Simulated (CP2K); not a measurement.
2-nitrosoimidazole has these distinct C atoms: C3 (bonded to 3 N), C5 (bonded to C, N and H) and C6 (bonded to C, N and H).

```xyz
10

O     2.8643    0.0596    0.1329
N     2.1001   -0.8302   -0.3039
C     0.7464   -0.4958   -0.2045
N    -0.2523   -1.2996   -0.5925
C    -1.3904   -0.6126   -0.3167
C    -1.0926    0.6337    0.2464
N     0.2640    0.6905    0.3119
H    -2.3724   -1.0259   -0.5244
H    -1.7277    1.4430    0.5897
H     0.8606    1.4373    0.6613
```

Their partial C K spectra (CP2K XAS_TDP, all-electron GAPW, PBEh(45%), aug-cc-pVDZ, TDA, GW2X-corrected core level, no relativity) are given in random order, each times the number of alike atoms.

Gaussian full width 0.5 eV, oscillator strength per eV, alike atoms added, rows of zeros left out:

```tsv
E (eV)	curve 1	curve 2	curve 3
286.75	0.000	0.006	0.000
287.00	0.000	0.045	0.001
287.25	0.002	0.081	0.007
287.50	0.014	0.037	0.015
287.75	0.033	0.004	0.008
288.00	0.022	0.000	0.001
288.25	0.030	0.000	0.000
288.50	0.069	0.000	0.000
288.75	0.046	0.000	0.000
289.00	0.008	0.000	0.000
289.25	0.000	0.000	0.001
289.50	0.000	0.000	0.014
289.75	0.000	0.001	0.074
290.00	0.000	0.010	0.098
290.25	0.000	0.025	0.033
290.50	0.002	0.018	0.003
290.75	0.011	0.018	0.000
291.00	0.016	0.025	0.000
291.25	0.007	0.010	0.000
291.50	0.006	0.002	0.000
291.75	0.005	0.004	0.002
292.00	0.005	0.007	0.005
292.25	0.010	0.006	0.003
292.50	0.010	0.009	0.001
292.75	0.005	0.010	0.003
293.00	0.003	0.010	0.005
293.25	0.003	0.014	0.004
293.50	0.014	0.013	0.006
293.75	0.032	0.008	0.005
294.00	0.034	0.021	0.013
294.25	0.026	0.042	0.048
294.50	0.022	0.034	0.061
294.75	0.026	0.011	0.031
295.00	0.021	0.016	0.037
295.25	0.016	0.032	0.037
295.50	0.015	0.020	0.021
295.75	0.010	0.007	0.021
296.00	0.011	0.004	0.021
296.25	0.006	0.002	0.011
296.50	0.003	0.002	0.010
296.75	0.007	0.002	0.015
297.00	0.007	0.006	0.008
297.25	0.004	0.018	0.005
297.50	0.004	0.018	0.007
297.75	0.003	0.008	0.008
```

Which curve belongs to which atom?

Curve 1: C5 (bonded to C, N and H), leading line at 287.78 eV (f = 0.018 an atom), ionisation energy 293.01 eV, term value 5.23 eV. Curve 2: C6 (bonded to C, N and H), leading line at 287.23 eV (f = 0.044 an atom), ionisation energy 293.59 eV, term value 6.36 eV. Curve 3: C3 (bonded to 3 N), leading line at 289.93 eV (f = 0.056 an atom), ionisation energy 293.95 eV, term value 4.02 eV. The leading line of an atom is its first one with 35 % of the strongest within 2.5 eV of its lowest line over the strength cut. A line lies at the core ionisation energy, which rises as an atom loses charge to its neighbours or to a π system, less the term value, which is large for a low π* or σ* orbital with weight on that atom.

[Banner, clock and machine lines of the logs are left out without a mark of their own.]

[Logs are printed without paths, hosts, clocks, repeated set-up lines and the standing remarks that a program may print on its own settings, such as how far it seeks lower states.]

[Hosts, paths, dates, database ids (printed as entryN), source tags and the programs' standing remarks are cut or masked in the printed files.]
